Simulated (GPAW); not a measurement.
# zigzag Eu chain, bond 3.709 A: cost and accuracy of the Hubbard U, part 2 of 2

Aim: see how far moments and order energies of zigzag Eu chain, bond 3.709 A move with the Hubbard U, and what each rung costs.

GPAW 26.7.0; PBE with several values of U; plane waves with GPAW's PAW setups, scalar-relativistic.

So far, largest spin moment in the augmentation sphere (μB): step 2 (rung 1 (no U), start ferro ++) 6.83; step 4 (rung 2 (U = 1.5 eV on Eu f), start ferro ++) 6.86; step 5 (rung 2 (U = 1.5 eV on Eu f), start antiferro +-) 6.79; step 6 (rung 3 (U = 3 eV on Eu f), start ferro ++) 6.88; step 7 (rung 3 (U = 3 eV on Eu f), start antiferro +-) 6.81.

## Step 8: Rung 4 (U = 4.5 eV on Eu f), start ferro ++

Level of this step: PBE with U = 4.5 eV on Eu f; plane waves with GPAW's PAW setups, scalar-relativistic (GPAW).

order1.py

```python
import json
import numpy as np
from ase import Atoms
from ase.parallel import paropen, parprint
from gpaw import GPAW

atoms = Atoms(['Eu', 'Eu'],
    cell=[[12.0, 0.0, 0.0],
         [0.0, 12.0, 0.0],
         [0.0, 0.0, 4.4508]],
    scaled_positions=[[0.37636667, 0.5, 0.0],
         [0.62363333, 0.5, 0.5]],
    pbc=True,
    magmoms=[7.0, 7.0])
atoms.calc = GPAW(mode={'name': 'pw', 'ecut': 700},
    xc='PBE',
    kpts={'size': (1, 1, 6), 'gamma': True},
    occupations={'name': 'fermi-dirac', 'width': 0.1},
    convergence={'density': 0.0001, 'energy': 1e-05},
    maxiter=200,
    mixer={'name': 'pulay', 'beta': 0.05, 'nmaxold': 3, 'weight': 1},
    setups={'Eu': ':f,4.5'},
    symmetry={'tolerance': 1e-4},
    txt='order1.txt')
e = atoms.get_potential_energy(force_consistent=True)
res = {'free_energy': e, 'energy_sigma0': atoms.get_potential_energy(), 'fermi_energy': atoms.calc.get_fermi_level()}
res['moments'] = atoms.get_magnetic_moments().tolist()
res['total'] = atoms.get_magnetic_moment()
parprint('site moments (muB):', np.round(res['moments'], 3))
parprint(f"total moment: {res['total']:.3f} muB")
parprint(f'free energy: {e:.6f} eV')
atoms.calc.write('order1.gpw')
with paropen('results.json', 'w') as f:
    json.dump(res, f)
```

Run with:

```console
$ OMP_NUM_THREADS=1 mpirun -n 2 gpaw python order1.py > order1.log
```

Numbers of over 12 decimals in the logs are rounded to 6 here.

The log of the run:

```text
site moments (muB): [6.897 6.897]
total moment: 15.303 muB
free energy: -17.431303 eV

--- order1.txt ---
Input parameters:
  mode=PW(ecut=700),
  convergence={'density': 0.0001, 'energy': 1e-05},
  kpts=MonkhorstPack(size=(1, 1, 6), gamma=True),
  maxiter=200,
  mixer=Pulay(name='pulay', nmaxold=3, beta=0.05, weight=1, sigma=0.015, g_ss=None),
  occupations=Occupations(name='fermi-dirac', width=0.1),
[...]
|         13 |        -3.488 |     1.000 |         0.072 |     0.000 |
[...]
|         22 |        -3.397 |     1.000 |         2.288 |     0.000 |
|         23 |        -2.213 |     1.000 |         2.312 |     0.000 |
|         24 |        -1.284 |     0.774 |         2.657 |     0.000 |
|        ... |               |           |               |           |
|         32 |         0.851 |     0.000 |         5.148 |     0.000 |

No gap
No difference between direct/indirect transitions

[key lines of the parts left out:]
Free energy:     -17.431303
Converged in 36 steps
dipole moment: (-0.000002, -0.000001, -24.410346)  # |e|*Ang
Fermi level: -1.161
```

Run time: 7.3 min. Hardware: 2 MPI ranks of Arm Neoverse N1, shared host; peak memory 1.2 GiB.

Numbers from this step:

```yaml
magnetization: 15.30 μB
final_state: ferromagnetic
largest_moment: 6.897 μB
```

The largest moment moves by +0.02 μB from rung 3, at 1.3 times its CPU time.

## Step 9: Rung 4 (U = 4.5 eV on Eu f), start antiferro +-

order2.py

```python
import json
import numpy as np
from ase import Atoms
from ase.parallel import paropen, parprint
from gpaw import GPAW

atoms = Atoms(['Eu', 'Eu'],
    cell=[[12.0, 0.0, 0.0],
         [0.0, 12.0, 0.0],
         [0.0, 0.0, 4.4508]],
    scaled_positions=[[0.37636667, 0.5, 0.0],
         [0.62363333, 0.5, 0.5]],
    pbc=True,
    magmoms=[7.0, -7.0])
atoms.calc = GPAW(mode={'name': 'pw', 'ecut': 700},
    xc='PBE',
    kpts={'size': (1, 1, 6), 'gamma': True},
    occupations={'name': 'fermi-dirac', 'width': 0.1},
    convergence={'density': 0.0001, 'energy': 1e-05},
    maxiter=200,
    mixer={'name': 'pulay', 'beta': 0.05, 'nmaxold': 3, 'weight': 1},
    setups={'Eu': ':f,4.5'},
    symmetry={'tolerance': 1e-4},
    txt='order2.txt')
e = atoms.get_potential_energy(force_consistent=True)
res = {'free_energy': e, 'energy_sigma0': atoms.get_potential_energy(), 'fermi_energy': atoms.calc.get_fermi_level()}
res['moments'] = atoms.get_magnetic_moments().tolist()
res['total'] = atoms.get_magnetic_moment()
parprint('site moments (muB):', np.round(res['moments'], 3))
parprint(f"total moment: {res['total']:.3f} muB")
parprint(f'free energy: {e:.6f} eV')
atoms.calc.write('order2.gpw')
with paropen('results.json', 'w') as f:
    json.dump(res, f)
```

Run with:

```console
$ OMP_NUM_THREADS=1 mpirun -n 2 gpaw python order2.py > order2.log
```

The log of the run:

```text
site moments (muB): [ 6.827 -6.827]
total moment: 0.000 muB
free energy: -17.307918 eV

--- order2.txt ---
Input parameters:
  mode=PW(ecut=700),
  convergence={'density': 0.0001, 'energy': 1e-05},
  kpts=MonkhorstPack(size=(1, 1, 6), gamma=True),
  maxiter=200,
  mixer=Pulay(name='pulay', nmaxold=3, beta=0.05, weight=1, sigma=0.015, g_ss=None),
  occupations=Occupations(name='fermi-dirac', width=0.1),
[...]
|         22 |         0.287 |     0.000 |         0.287 |     0.000 |
|         23 |         0.445 |     0.000 |         0.445 |     0.000 |
|         24 |         1.114 |     0.000 |         1.114 |     0.000 |

Gap: 0.171 eV
Transition (v -> c):
  (s=1, k=2, n=16, [0.00, 0.00, 0.33]) -> (s=0, k=0, n=17, [0.00, 0.00, 0.00])
Direct/indirect transitions are different
Direct gap: 0.275 eV
Transition at: (s=1->0, k=2, n=16, [0.00, 0.00, 0.33])

[key lines of the parts left out:]
Free energy:     -17.307918
Converged in 29 steps
dipole moment: (-0.000001, -0.000001, -24.412050)  # |e|*Ang
Fermi level: -1.050
```

The job ended after 4.2 min (2 MPI ranks; peak memory 1.2 GiB).

Numbers from this step:

```yaml
magnetization: 0 μB
final_state: antiferromagnetic
largest_moment: 6.827 μB
```

This start lies +61.7 meV a seeded atom from the first, a change of -2.6 meV since rung 3; its largest moment is 6.83 μB.

## Step 10: Rung 5 (U = 6 eV on Eu f), start ferro ++

order1.py is the script of step 8 with these lines changed:

```diff
@@ -21,3 +21,3 @@
     mixer={'name': 'pulay', 'beta': 0.05, 'nmaxold': 3, 'weight': 1},
-    setups={'Eu': ':f,4.5'},
+    setups={'Eu': ':f,6.0'},
     symmetry={'tolerance': 1e-4},
```

Run with:

```console
$ OMP_NUM_THREADS=1 mpirun -n 2 gpaw python order1.py > order1.log
```

The log of the run:

```text
site moments (muB): [6.911 6.911]
total moment: 15.300 muB
free energy: -17.553246 eV

--- order1.txt ---
Input parameters:
  mode=PW(ecut=700),
  convergence={'density': 0.0001, 'energy': 1e-05},
  kpts=MonkhorstPack(size=(1, 1, 6), gamma=True),
  maxiter=200,
  mixer=Pulay(name='pulay', nmaxold=3, beta=0.05, weight=1, sigma=0.015, g_ss=None),
  occupations=Occupations(name='fermi-dirac', width=0.1),
[...]
|         13 |        -4.115 |     1.000 |         0.076 |     0.000 |
[...]
|         22 |        -3.807 |     1.000 |         2.291 |     0.000 |
|         23 |        -2.208 |     1.000 |         2.314 |     0.000 |
|         24 |        -1.282 |     0.781 |         2.678 |     0.000 |
|        ... |               |           |               |           |
|         32 |         0.877 |     0.000 |         5.233 |     0.000 |

No gap
No difference between direct/indirect transitions

[key lines of the parts left out:]
Free energy:     -17.553246
Converged in 32 steps
dipole moment: (-0.000034, -0.000001, -24.382201)  # |e|*Ang
Fermi level: -1.155
```

The job ended after 6.3 min (2 MPI ranks; peak memory 1.2 GiB).

This step gave:

```
magnetization  : 15.30 μB
final state    : ferromagnetic
largest moment : 6.911 μB
```

The largest moment moves by +0.01 μB from rung 4, at 0.86 times its CPU time.

## Step 11: Rung 5 (U = 6 eV on Eu f), start antiferro +-

order2.py is the script of step 9 with these lines changed:

```diff
@@ -21,3 +21,3 @@
     mixer={'name': 'pulay', 'beta': 0.05, 'nmaxold': 3, 'weight': 1},
-    setups={'Eu': ':f,4.5'},
+    setups={'Eu': ':f,6.0'},
     symmetry={'tolerance': 1e-4},
```

Run with:

```console
$ OMP_NUM_THREADS=1 mpirun -n 2 gpaw python order2.py > order2.log
```

The log of the run:

```text
site moments (muB): [ 6.842 -6.842]
total moment: -0.000 muB
free energy: -17.433657 eV

--- order2.txt ---
Input parameters:
  mode=PW(ecut=700),
  convergence={'density': 0.0001, 'energy': 1e-05},
  kpts=MonkhorstPack(size=(1, 1, 6), gamma=True),
  maxiter=200,
  mixer=Pulay(name='pulay', nmaxold=3, beta=0.05, weight=1, sigma=0.015, g_ss=None),
  occupations=Occupations(name='fermi-dirac', width=0.1),
[...]
|         21 |        -0.086 |     0.000 |        -0.086 |     0.000 |
|         22 |         0.286 |     0.000 |         0.286 |     0.000 |
|         23 |         0.465 |     0.000 |         0.465 |     0.000 |
|         24 |         1.139 |     0.000 |         1.139 |     0.000 |

Gap: 0.165 eV
Transition (v -> c):
  (s=1, k=2, n=16, [0.00, 0.00, 0.33]) -> (s=1, k=0, n=17, [0.00, 0.00, 0.00])
Direct/indirect transitions are different
Direct gap: 0.273 eV
Transition at: (s=1, k=2, n=16, [0.00, 0.00, 0.33])

[key lines of the parts left out:]
Free energy:     -17.433657
Converged in 23 steps
dipole moment: (-0.000001, -0.000001, -24.384955)  # |e|*Ang
Fermi level: -1.045
```

Run time: 3.6 min. Hardware: 2 MPI ranks; peak memory 1.1 GiB; 7.2 min of CPU time.

Numbers from this step:

| Property | Result |
| --- | --- |
| magnetization | 0 μB |
| final state | antiferromagnetic |
| largest moment | 6.842 μB |

This start lies +59.8 meV a seeded atom from the first, a change of -1.9 meV since rung 4; its largest moment is 6.84 μB.

## Step 12: Rung 6 (U = 7.5 eV on Eu f), start ferro ++

order1.py is the script of step 10 with these lines changed:

```diff
@@ -21,3 +21,3 @@
     mixer={'name': 'pulay', 'beta': 0.05, 'nmaxold': 3, 'weight': 1},
-    setups={'Eu': ':f,6.0'},
+    setups={'Eu': ':f,7.5'},
     symmetry={'tolerance': 1e-4},
```

Run with:

```console
$ OMP_NUM_THREADS=1 mpirun -n 2 gpaw python order1.py > order1.log
```

The log of the run:

```text
site moments (muB): [6.924 6.924]
total moment: 15.295 muB
free energy: -17.698855 eV

--- order1.txt ---
Input parameters:
  mode=PW(ecut=700),
  convergence={'density': 0.0001, 'energy': 1e-05},
  kpts=MonkhorstPack(size=(1, 1, 6), gamma=True),
  maxiter=200,
  mixer=Pulay(name='pulay', nmaxold=3, beta=0.05, weight=1, sigma=0.015, g_ss=None),
  occupations=Occupations(name='fermi-dirac', width=0.1),
[...]
|         13 |        -4.766 |     1.000 |         0.078 |     0.000 |
[...]
|         22 |        -3.810 |     1.000 |         2.293 |     0.000 |
|         23 |        -2.204 |     1.000 |         2.316 |     0.000 |
|         24 |        -1.280 |     0.786 |         2.695 |     0.000 |
|        ... |               |           |               |           |
|         32 |         0.898 |     0.000 |         5.236 |     0.000 |

No gap
No difference between direct/indirect transitions

[key lines of the parts left out:]
Free energy:     -17.698855
Converged in 42 steps
dipole moment: (-0.000009, -0.000001, -24.357098)  # |e|*Ang
Fermi level: -1.150
```

The job ended after 8.2 min (2 MPI ranks; peak memory 1.2 GiB).

Read from the output:

| Item | Value |
| --- | --- |
| magnetization | 15.29 μB |
| final state | ferromagnetic |
| largest moment | 6.924 μB |

The largest moment moves by +0.01 μB from rung 5, at 1.3 times its CPU time.

## Step 13: Rung 6 (U = 7.5 eV on Eu f), start antiferro +-

order2.py is the script of step 11 with these lines changed:

```diff
@@ -21,3 +21,3 @@
     mixer={'name': 'pulay', 'beta': 0.05, 'nmaxold': 3, 'weight': 1},
-    setups={'Eu': ':f,6.0'},
+    setups={'Eu': ':f,7.5'},
     symmetry={'tolerance': 1e-4},
```

Run with:

```console
$ OMP_NUM_THREADS=1 mpirun -n 2 gpaw python order2.py > order2.log
```

The log of the run:

```text
site moments (muB): [ 6.855 -6.855]
total moment: -0.000 muB
free energy: -17.582228 eV

--- order2.txt ---
Input parameters:
  mode=PW(ecut=700),
  convergence={'density': 0.0001, 'energy': 1e-05},
  kpts=MonkhorstPack(size=(1, 1, 6), gamma=True),
  maxiter=200,
  mixer=Pulay(name='pulay', nmaxold=3, beta=0.05, weight=1, sigma=0.015, g_ss=None),
  occupations=Occupations(name='fermi-dirac', width=0.1),
[...]
|         22 |         0.285 |     0.000 |         0.285 |     0.000 |
|         23 |         0.481 |     0.000 |         0.481 |     0.000 |
|         24 |         0.844 |     0.000 |         0.844 |     0.000 |

Gap: 0.160 eV
Transition (v -> c):
  (s=0, k=2, n=16, [0.00, 0.00, 0.33]) -> (s=1, k=0, n=17, [0.00, 0.00, 0.00])
Direct/indirect transitions are different
Direct gap: 0.272 eV
Transition at: (s=0->1, k=2, n=16, [0.00, 0.00, 0.33])

[key lines of the parts left out:]
Free energy:     -17.582228
Converged in 38 steps
dipole moment: (-0.000001, -0.000001, -24.360513)  # |e|*Ang
Fermi level: -1.041
```

Wall time 5.6 min (2 MPI ranks); peak memory 1.1 GiB.

Read from the output:

* magnetization: 0 μB
* final state: antiferromagnetic
* largest moment: 6.855 μB

This start lies +58.3 meV a seeded atom from the first, a change of -1.5 meV since rung 5; its largest moment is 6.86 μB.

## Step 14: The rungs together

Ladder, by row:

| rung | U | state from the first start | state from the second start | second less first (meV a seeded atom) | moment, first (μB) | moment, second (μB) | CPU time (s) |
| --- | --- | --- | --- | --- | --- | --- | --- |
| 1 | none | ferromagnetic | antiferromagnetic | 75.76 | 6.828 | 6.757 | 1496 |
| 2 | Eu: f, 1.5 | ferromagnetic | antiferromagnetic | 68.4 | 6.859 | 6.789 | 1501 |
| 3 | Eu: f, 3.0 | ferromagnetic | antiferromagnetic | 64.32 | 6.88 | 6.81 | 1232 |
| 4 | Eu: f, 4.5 | ferromagnetic | antiferromagnetic | 61.69 | 6.897 | 6.827 | 1385 |
| 5 | Eu: f, 6.0 | ferromagnetic | antiferromagnetic | 59.79 | 6.911 | 6.842 | 1188 |
| 6 | Eu: f, 7.5 | ferromagnetic | antiferromagnetic | 58.31 | 6.924 | 6.855 | 1662 |

## Step 15: Outcome

| Property | Result |
| --- | --- |
| range of the moment in the table, first start | 6.83 to 6.92 μB |
| range of CPU time | 20 min to 28 min |
| range of the energy difference | 58.3 to 75.8 meV a seeded atom |

In words: From the smallest U to the largest the moment goes from 6.83 to 6.92 μB and the energy difference from 75.8 to 58.3 meV a seeded atom. The energy difference shrinks steadily as U grows. The first start ends lower on every rung of the table. The f shell is half filled, so the spin-only picture is fair.

[Logs and program files are shortened in this print: banners, set-up blocks, solver, clock and traceback lines can be left out without a mark of their own.]

[Logs are printed without paths, hosts, clocks, repeated set-up lines and the standing remarks that a program may print on its own settings, such as how far it seeks lower states.]

[Hosts, paths, dates, database ids (printed as entryN), source tags and the programs' standing remarks are cut or masked in the printed files.]

[Where a cell is said to come from a database of computed structures, the database is the Materials Project.]
